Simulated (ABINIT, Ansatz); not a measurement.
# Quasiparticle gap of CaC2 (R-3m) in ABINIT, part 2 of 3

How does a plane-wave GW calculation on CaC2 (R-3m) run from the first input to the gap?

ABINIT 10.8.3; PBEsol and many-body steps on it, plane waves. Known limits of the many-body steps: not at the basis limit.

So far. Step 2 (Ground state): The gap is indirect, with the least direct gap 1.30 eV higher.

## Step 3: Bands along the symmetry lines

Level of this step: DFT, PBEsol, plane waves, norm-conserving pseudopotentials (ABINIT).

Levels along a band path, at the cheap level, show where the edges lie and whether the meshes to come will hold them.

run.abi reads:

```
acell 3*1.0 Angstrom
rprim 
  1.944397984288 1.122598699617 3.953874776707
  -1.944397984288 1.122598699617 3.953874776707
  -0.000000000000 -2.245197399304 3.953874776686
ntypat 2
znucl 20 6
natom 3
typat 1 2 2
xred 
  0.000000000000 0.000000000000 0.000000000000
  0.552915000000 0.552915000000 0.552915000000
  0.447085000000 0.447085000000 0.447085000000
pp_dirpath "pseudos"
pseudos "Ca.upf, C.upf"
ecut 37
iscf -2
irdden 1
kptopt 0
nkpt 59
kpt 
  0.00000000 0.00000000 0.00000000
  0.06250000 0.06250000 0.06250000
  0.12500000 0.12500000 0.12500000
  0.18750000 0.18750000 0.18750000
  0.25000000 0.25000000 0.25000000
  0.31250000 0.31250000 0.31250000
  0.37500000 0.37500000 0.37500000
  0.43750000 0.43750000 0.43750000
  0.50000000 0.50000000 0.50000000
  0.53494895 0.46505105 0.50000000
  0.56989789 0.43010211 0.50000000
  0.60484684 0.39515317 0.50000000
  0.63979578 0.36020422 0.50000000
  0.67474473 0.32525528 0.50000000
  0.70969367 0.29030633 0.50000000
  0.74464261 0.25535739 0.50000000
  0.77959156 0.22040844 0.50000000
  0.50000000 -0.22040844 0.22040844
  0.50000000 -0.19285739 0.19285739
  0.50000000 -0.16530633 0.16530633
  0.50000000 -0.13775528 0.13775528
  0.50000000 -0.11020422 0.11020422
  0.50000000 -0.08265317 0.08265317
  0.50000000 -0.05510211 0.05510211
  0.50000000 -0.02755105 0.02755105
  0.50000000 0.00000000 0.00000000
  0.43750000 0.00000000 0.00000000
  0.37500000 0.00000000 0.00000000
  0.31250000 0.00000000 0.00000000
  0.25000000 0.00000000 0.00000000
  0.18750000 0.00000000 0.00000000
  0.12500000 0.00000000 0.00000000
  0.06250000 0.00000000 0.00000000
  0.00000000 0.00000000 0.00000000
  0.04502553 -0.04502553 0.00000000
  0.09005106 -0.09005106 0.00000000
  0.13507658 -0.13507658 0.00000000
  0.18010211 -0.18010211 0.00000000
  0.22512764 -0.22512764 0.00000000
  0.27015317 -0.27015317 0.00000000
  0.31517869 -0.31517869 0.00000000
  0.36020422 -0.36020422 -0.00000000
  0.63979578 0.00000000 0.36020422
  0.62232131 0.00000000 0.37767869
  0.60484684 0.00000000 0.39515317
  0.58737236 0.00000000 0.41262764
  0.56989789 0.00000000 0.43010211
  0.55242342 0.00000000 0.44757658
  0.53494895 0.00000000 0.46505105
  0.51747447 0.00000000 0.48252553
  0.50000000 0.00000000 0.50000000
  0.43750000 0.00000000 0.43750000
  0.37500000 0.00000000 0.37500000
  0.31250000 0.00000000 0.31250000
  0.25000000 0.00000000 0.25000000
  0.18750000 0.00000000 0.18750000
  0.12500000 0.00000000 0.12500000
  0.06250000 0.00000000 0.06250000
  0.00000000 0.00000000 0.00000000
istwfk *1
nband 16
nbdbuf 2
tolwfr 1e-08
nstep 40
prtwf 0
prtvol 0
indata_prefix "in"
outdata_prefix "out"
tmpdata_prefix "tmp"
```

Launch:

```
> OMP_NUM_THREADS=1 mpirun -n 4 abinit run.abi > log
```

Numbers of over 12 decimals in the logs are rounded to 6 here.

What it wrote:

```text
.Version 10.8.3 of ABINIT. v10.8.2 released Aug 2026.

 Symmetries : space group R-3 m (#166); Bravais hR (rhombohedral)
[... echo of the input left out ...]
== DATASET  1 ==================================================================
-   mpi_nproc: 4, omp_nthreads: 1 (-1 if OMP is not activated)

--- !DatasetInfo
iteration_state: {dtset: 1, }
dimensions: {natom: 3, nkpt: 59, mband: 16, nsppol: 1, nspinor: 1, nspden: 1, mpw: 3784, }
cutoff_energies: {ecut:  37.0, pawecutdg:  -1.0, }
electrons: {nelect:   1.80000000E+01, charge:   0.00000000E+00, occopt:   1.00000000E+00, tsmear:   1.00000000E-02, }

 Real(R)+Recip(G) space primitive vectors, cartesian coordinates (Bohr,Bohr^-1):
 R(1)=  3.6743797  2.1214041  7.4717405  G(1)=  0.1360774  0.0785643  0.0446125
 R(2)= -3.6743797  2.1214041  7.4717405  G(2)= -0.1360774  0.0785643  0.0446125
 R(3)=  0.0000000 -4.2428082  7.4717405  G(3)=  0.0000000 -0.1571286  0.0446125
 Unit cell volume ucvol=  3.4944631E+02 bohr^3
 Angles (23,13,12)=  5.06350386E+01  5.06350386E+01  5.06350386E+01 degrees

 getcut: wavevector=  0.0000  0.0000  0.0000  ngfft=  48  48  48
         ecut(hartree)=     37.000   => boxcut(ratio)=   2.04037

--- Pseudopotential description ------------------------------------------------
- Ca Generated using ONCVPSP code by D. R. Hamann
- 20.00000  10.00000  180301                  znucl, zion, pspdat
12 -116133 2 -1 1746                          pspcod,pspxc,lmax,lloc,mmax
     nproj     2     2     2
  pspatm : epsatm=   12.46101000
         --- l  ekb(1:nproj) -->
             0   10.054847    0.973777
             1    2.998958    0.458102
             2   -3.447298   -1.091650
 pspatm: atomic psp has been read  and splines computed

- C Generated using ONCVPSP code by D. R. Hamann
-  6.00000   4.00000  180301                  znucl, zion, pspdat
12 -116133 1 -1 1248                          pspcod,pspxc,lmax,lloc,mmax
     nproj     2     2     0
  pspatm : epsatm=    4.34909242
         --- l  ekb(1:nproj) -->
[...]
pspatm: atomic psp has been read  and splines computed

--------------------------------------------------------------------------------

================================================================================
 prteigrs : about to open file out_EIG
 Non-SCF case, kpt    1 (  0.00000  0.00000  0.00000), residuals and eigenvalues=
  7.25E-09  4.26E-09  3.92E-09  6.84E-09  5.20E-09  6.63E-09  8.40E-09  3.88E-09
  7.02E-09  2.10E-09  8.00E-09  6.52E-09  3.67E-09  8.08E-09  1.53E-06  1.18E-06
 -1.3386E+00 -6.4548E-01 -6.4063E-01 -6.4063E-01 -3.6657E-01 -1.0925E-02
 -8.6988E-03  6.3629E-02  6.3629E-02  2.0688E-01  2.0688E-01  2.4881E-01
  2.9621E-01  2.9621E-01  4.0518E-01  4.6377E-01
 Non-SCF case, kpt    2 (  0.06250  0.06250  0.06250), residuals and eigenvalues=
  4.85E-09  2.95E-09  3.55E-09  5.84E-09  7.15E-09  8.38E-09  7.54E-09  5.19E-09
[...]
2.9703E-01  2.9703E-01  4.0132E-01  4.6626E-01
 Non-SCF case, kpt    3 (  0.12500  0.12500  0.12500), residuals and eigenvalues=
[...]
2.9946E-01  2.9946E-01  3.9125E-01  4.6853E-01
[...]
Non-SCF case, kpt   58 (  0.06250  0.00000  0.06250), residuals and eigenvalues=
[...]
Non-SCF case, kpt   59 (  0.00000  0.00000  0.00000), residuals and eigenvalues=
[...]
-1.3386E+00 -6.4548E-01 -6.4063E-01 -6.4063E-01 -3.6657E-01 -1.0925E-02
 -8.6988E-03  6.3629E-02  6.3629E-02  2.0688E-01  2.0688E-01  2.4881E-01
[...]
--- !ResultsGS
iteration_state: {dtset: 1, }
comment   : Summary of ground state results
lattice_vectors:
- [  3.6743797,   2.1214041,   7.4717405, ]
- [ -3.6743797,   2.1214041,   7.4717405, ]
- [ -0.0000000,  -4.2428082,   7.4717405, ]
lattice_lengths: [   8.59234,    8.59234,    8.59234, ]
lattice_angles: [ 50.635,  50.635,  50.635, ] # degrees, (23, 13, 12)
lattice_volume:   3.4944631E+02
convergence: {deltae:  0.000E+00, res2:  0.000E+00, residm:  9.977E-09, diffor:  0.000E+00, }
etotal    :  -5.06387971E+01
entropy   :   0.00000000E+00
fermie    :   9.40858063E-02
cartesian_stress_tensor: null
pressure_GPa: null
xred      :
- [  0.0000E+00,   0.0000E+00,   0.0000E+00, Ca]
- [  5.5292E-01,   5.5292E-01,   5.5292E-01,  C]
- [  4.4709E-01,   4.4709E-01,   4.4709E-01,  C]
cartesian_forces: null
force_length_stats: {min: null, max: null, mean: null, }

 Integrated electronic density in atomic spheres:
 ------------------------------------------------
 Atom  Sphere_radius  Integrated_density
[...]
================================================================================

 ----iterations are completed or convergence reached----

 Mean square residual over all n,k,spin=   59.388E-10; max=  99.774E-10
 reduced coordinates (array xred) for    3 atoms
[...]
0.552915000000      0.552915000000      0.552915000000
       0.447085000000      0.447085000000      0.447085000000

 cartesian coordinates (angstrom) at end:
[...]
2     -0.000000    -3.87e-11     6.558470
    3      0.000000    -3.13e-11     5.303154
 length scales=  1.889726125908  1.889726125908  1.889726125908 bohr
              =  1.000000000000  1.000000000000  1.000000000000 angstroms
 prteigrs : about to open file out_EIG
 Eigenvalues (hartree) for nkpt=  59  k points:
 kpt#   1, nband= 16, wtk=  1.00000, kpt=  0.0000  0.0000  0.0000 (reduced coord)
[...]
kpt#   2, nband= 16, wtk=  1.00000, kpt=  0.0625  0.0625  0.0625 (reduced coord)
[...]
kpt#   3, nband= 16, wtk=  1.00000, kpt=  0.1250  0.1250  0.1250 (reduced coord)
[...]
kpt#  58, nband= 16, wtk=  1.00000, kpt=  0.0625  0.0000  0.0625 (reduced coord)
[...]
kpt#  59, nband= 16, wtk=  1.00000, kpt=  0.0000  0.0000  0.0000 (reduced coord)
  -1.33865   -0.64548   -0.64063   -0.64063   -0.36657   -0.01092   -0.00870    0.06363
   0.06363    0.20688    0.20688    0.24881    0.29621    0.29621    0.40518    0.46377

== END DATASET(S) ==============================================================
================================================================================

 -outvars: echo values of variables after computation  --------
            nband          16
             nkpt          59
          spgroup         166
 [... the other variables as echoed above ...]

 Calculation completed.
```

It took 34 s on 4 MPI ranks of Arm Neoverse N1, shared host; peak memory 0.32 GiB; 2.3 min of CPU time.

Numbers from this step:

| Quantity | Value |
| --- | --- |
| gap | 2.585 eV |
| k of the valence top | 0.5, 0.5, 0.5 |
| k of the conduction bottom | 0.5, 0, 0.5 |
| least direct gap | 3.890 eV |

The gap is 2.585 eV, as in the run before at this level.

The electronic bands at the labelled points (eV, zero at the top of the highest filled band):

```csv
point,band 6,band 7,band 8,band 9,band 10,band 11,band 12,band 13
Γ,-2.86,-2.80,-0.83,-0.83,3.07,3.07,4.21,5.50
halfway,-4.47,-1.21,-1.21,-0.95,4.20,4.20,4.55,5.82
T,-5.14,-1.51,-1.51,0.00,5.54,5.69,5.90,5.90
halfway,-4.61,-1.93,-1.55,-0.39,4.40,4.60,5.57,6.17
H2,-3.78,-2.18,-2.05,-0.94,3.25,4.16,5.59,6.37
jump to H0,-3.78,-2.18,-2.05,-0.94,3.25,4.16,5.59,6.37
halfway,-3.76,-2.59,-1.85,-1.12,3.93,4.54,5.84,6.09
L,-3.93,-2.79,-1.55,-1.18,4.93,5.07,5.11,6.21
halfway,-3.54,-2.47,-1.28,-1.22,3.63,3.84,5.12,5.67
Γ,-2.86,-2.80,-0.83,-0.83,3.07,3.07,4.21,5.50
halfway,-3.37,-2.77,-1.34,-1.25,3.54,3.76,5.24,6.13
S0,-3.70,-2.19,-2.06,-1.11,3.25,4.28,5.67,6.38
jump to S2,-3.70,-2.19,-2.06,-1.11,3.25,4.28,5.67,6.38
halfway,-3.72,-2.13,-1.62,-1.23,2.79,4.13,5.05,6.64
F,-3.72,-2.14,-1.33,-1.31,2.59,3.99,4.74,6.89
halfway,-3.80,-2.00,-1.38,-1.14,3.33,3.67,4.87,6.21
Γ,-2.86,-2.80,-0.83,-0.83,3.07,3.07,4.21,5.50
```

The electronic bands as a text plot (rows in eV, shown from -8.0 to 5.5 only; labels by their first letter):

```
    5.2 |     ++ ++  +++     +++++++ +++++  ++      +    ++     +
    4.7 |  +++     +++     +++++++  +++   ++         ++++  ++++
    4.1 |++ +        ++++++ +    +++   +++    +++++++++++++    ++
    3.5 | ++          ++ +++       ++++   ++++++ +         ++++
    3.0 |+              +            +++++        ++++   ++    ++
    2.4 |                                             +++
    1.8 |
    1.3 |
    0.7 |
    0.2 |      ****
   -0.4 |    **    ***
   -1.0 |****         ************ ******************     *******
   -1.5 |  * **********     ********         ****   **********
   -2.1 |**         ********                     **************
   -2.7 |                  ***********************             **
   -3.2 |*                          ****  ****                **
   -3.8 | *            *************          ****************
   -4.3 |  **       ***
   -4.9 |    *******
   -5.5 |
   -6.0 |
   -6.6 |
   -7.2 |
   -7.7 |
         Γ      T      H|H     L        Γ        S|S   F        Γ
```

## Step 4: Empty states on the mesh, 4×4×4 mesh, 134 bands

The sums over transitions need many empty states on a uniform mesh; this step solves for them.

run.abi reads:

```
acell 3*1.0 Angstrom
rprim 
  1.944397984288 1.122598699617 3.953874776707
  -1.944397984288 1.122598699617 3.953874776707
  -0.000000000000 -2.245197399304 3.953874776686
ntypat 2
znucl 20 6
natom 3
typat 1 2 2
xred 
  0.000000000000 0.000000000000 0.000000000000
  0.552915000000 0.552915000000 0.552915000000
  0.447085000000 0.447085000000 0.447085000000
pp_dirpath "pseudos"
pseudos "Ca.upf, C.upf"
ecut 37
ngkpt 4 4 4
nshiftk 1
shiftk 0 0 0
kptopt 1
chksymbreak 0
irdden 1
istwfk *1
nband 134
prtvol 0
optdriver 6
gwr_task "HDIAGO"
paral_kgb 0
occopt 1
indata_prefix "in"
outdata_prefix "out"
tmpdata_prefix "tmp"
```

What it wrote:

```text
[banner, memory and clock lines left out]
.Version 10.8.3 of ABINIT. v10.8.2 released Aug 2026.

 Symmetries : space group R-3 m (#166); Bravais hR (rhombohedral)
[... echo of the input left out ...]
== DATASET  1 ==================================================================
-   mpi_nproc: 4, omp_nthreads: 1 (-1 if OMP is not activated)

--- !DatasetInfo
iteration_state: {dtset: 1, }
dimensions: {natom: 3, nkpt: 13, mband: 134, nsppol: 1, nspinor: 1, nspden: 1, mpw: 3777, }
cutoff_energies: {ecut:  37.0, pawecutdg:  -1.0, }
electrons: {nelect:   1.80000000E+01, charge:   0.00000000E+00, occopt:   1.00000000E+00, tsmear:   1.00000000E-02, }

.Using double precision arithmetic; gwpc =  8

- Reading GS density from: in_DEN

--- Pseudopotential description ------------------------------------------------
- Ca Generated using ONCVPSP code by D. R. Hamann
- 20.00000  10.00000  180301                  znucl, zion, pspdat
12 -116133 2 -1 1746                          pspcod,pspxc,lmax,lloc,mmax
     nproj     2     2     2
  pspatm : epsatm=   12.46101000
         --- l  ekb(1:nproj) -->
             0   10.054847    0.973777
             1    2.998958    0.458102
             2   -3.447298   -1.091650
 pspatm: atomic psp has been read  and splines computed

- C Generated using ONCVPSP code by D. R. Hamann
-  6.00000   4.00000  180301                  znucl, zion, pspdat
12 -116133 1 -1 1248                          pspcod,pspxc,lmax,lloc,mmax
     nproj     2     2     0
  pspatm : epsatm=    4.34909242
         --- l  ekb(1:nproj) -->
             0    6.468939    0.390031
             1   -4.179695   -0.878453
 pspatm: atomic psp has been read  and splines computed

   3.80865507E+02                                ecore*ucvol(ha*bohr**3)

 Total charge density [el/Bohr^3]
)     Maximum=    7.5755E-01  at reduced coord.    0.0625    0.9167    0.9583
)     Minimum=    2.7575E-03  at reduced coord.    0.2292    0.2292    0.2292
   Integrated=    1.8000E+01

 === KS gaps after direct diagonalization ===
 Indirect band gap semiconductor
 Fundamental gap:     2.585 (eV)
   VBM:     2.560 (eV) at k: [ 5.0000E-01,  5.0000E-01,  5.0000E-01]
   CBM:     5.145 (eV) at k: [ 5.0000E-01,  5.0000E-01,  0.0000E+00]
 Direct gap:         3.890 (eV) at k: [ 5.0000E-01,  5.0000E-01,  0.0000E+00]

== END DATASET(S) ==============================================================

 -outvars: echo values of variables after computation  --------
           etotal      0.0000000000E+00
            nband         134
             nkpt          13
          spgroup         166
 [... the other variables as echoed above ...]

 Calculation completed.
```

Wall time 3.8 min (4 MPI ranks); peak memory 3.3 GiB.

Numbers from this step:

```yaml
gap: 2.585 eV
k_of_the_valence_top: 0.5, 0.5, 0.5
k_of_the_conduction_bottom: 0.5, 0.5, 0
least_direct_gap: 3.890 eV
k_points_computed: 13
lowest_point_of_the_top_converged_band_above_the_valence_top: 90.2000 eV
```

On this mesh the gap is 2.585 eV.

## Step 5: Screening, 4×4×4 mesh, 126 bands, screening to 176.9 eV

The RPA dielectric matrix is built and inverted for each q.

This step: RPA screening on PBEsol, plane waves, norm-conserving pseudopotentials.

Changes to run.abi since step 4:

```diff
@@ -21,10 +21,11 @@
 chksymbreak 0
-irdden 1
 istwfk *1
-nband 134
-prtvol 0
-optdriver 6
-gwr_task "HDIAGO"
-paral_kgb 0
 occopt 1
+irdwfk 1
+optdriver 3
+nband 126
+ecuteps 6.5
+inclvkb 2
+awtr 1
+symchi 1
 indata_prefix "in"
```

What it wrote:

```text
.Version 10.8.3 of ABINIT. v10.8.2 released Aug 2026.

 Symmetries : space group R-3 m (#166); Bravais hR (rhombohedral)
[... echo of the input left out ...]
== DATASET  1 ==================================================================
-   mpi_nproc: 4, omp_nthreads: 1 (-1 if OMP is not activated)

--- !DatasetInfo
iteration_state: {dtset: 1, }
dimensions: {natom: 3, nkpt: 13, mband: 126, nsppol: 1, nspinor: 1, nspden: 1, mpw: 3777, }
cutoff_energies: {ecut:  37.0, pawecutdg:  -1.0, }
electrons: {nelect:   1.80000000E+01, charge:   0.00000000E+00, occopt:   1.00000000E+00, tsmear:   1.00000000E-02, }

 SCREENING: Calculation of the susceptibility and dielectric matrices

 Based on a program developped by R.W. Godby, V. Olevano, G. Onida, and L. Reining.
 Incorporated in ABINIT by V. Olevano, G.-M. Rignanese, and M. Torrent.
.Using double precision arithmetic ; gwpc =  8

[... cell and pseudopotentials left out ...]
--------------------------------------------------------------------------------

 ==== K-mesh for the wavefunctions ====
 Number of points in the irreducible wedge :    13
[... list of points left out ...]
 Together with 12 symmetry operations and time-reversal symmetry
 yields    64 points in the full Brillouin Zone.

 ==== Q-mesh for the screening function ====
 Number of points in the irreducible wedge :    13
[... list of points left out ...]
 Together with 12 symmetry operations and time-reversal symmetry
 yields    64 points in the full Brillouin Zone.

 setmesh: FFT mesh size selected  =    36x   36x   36
          total number of points  =        46656

 vcoul_init : cutoff-mode = AUXILIARY_FUNCTION
 q-points for optical limit:   1
     1)      0.000010    0.000020    0.000030

- screening: taking advantage of time-reversal symmetry
- Maximum band index for partially occupied states nbvw = 9
- Remaining bands to be divided among processors   nbcw = 117
- Number of bands treated by each node ~29

 Number of electrons calculated from density =   18.0000; Expected =   18.0000
 average of density, n =  0.051510
 r_s =    1.6673
 omega_plasma =   21.8928 [eV]

 calculating chi0 at frequencies [eV] :
  1    0.000000E+00    0.000000E+00
  2    0.000000E+00    2.189282E+01

--------------------------------------------------------------------------------
  q-point number  1        q = ( 0.000000, 0.000000, 0.000000) [r.l.u.]
--------------------------------------------------------------------------------
[... chi0 elements left out ...]
 For q-point:  0.000010 0.000020 0.000030
  dielectric constant =   3.7977
  dielectric constant without local fields =   4.7114

  Average fulfillment of the sum rule on Im[epsilon] for q-point    1 :     76.21  [%]
[... wings left out ...]
  q-point number  2        q = ( 0.250000, 0.000000, 0.000000) [r.l.u.]
--------------------------------------------------------------------------------
[... chi0 elements left out ...]
  Average fulfillment of the sum rule on Im[epsilon] for q-point    2 :     82.27  [%]

 [... 11 further q-points ...]
```

The job ended after 3.2 min (4 MPI ranks; peak memory 1.9 GiB; 13 min of CPU time).

This step gave:

```
ε∞ with local fields, on this mesh, along the program's q direction : 3.798
the same without local fields                                       : 4.711
plasma frequency                                                    : 21.89 eV
plane waves in the screening matrix                                 : 285
```

Local fields lower ε∞ by 19 %.

(Continued in part 3 of 3.)

[Paths, hosts, dates, memory and timing lines, banners, echoed tables and standing remarks are left out of the program output.]

[Logs are printed without paths, hosts, clocks, repeated set-up lines and the standing remarks that a program may print on its own settings, such as how far it seeks lower states.]

[Runs of the session that timed out or met a known fault of the program may be left out.]

[Hosts, paths, dates, database ids (printed as entryN), source tags and the programs' standing remarks are cut or masked in the printed files.]

[G0W0 gaps are taken among the corrected bands and points alone; a level outside them can change the order at an edge.]

[Where Ansatz stands beside ABINIT at settings called matched, ABINIT's density can come from a denser mesh and the files from another edition; pairs whose starting gaps differed by over 0.03 eV were left out, so agreement reads better than it is.]
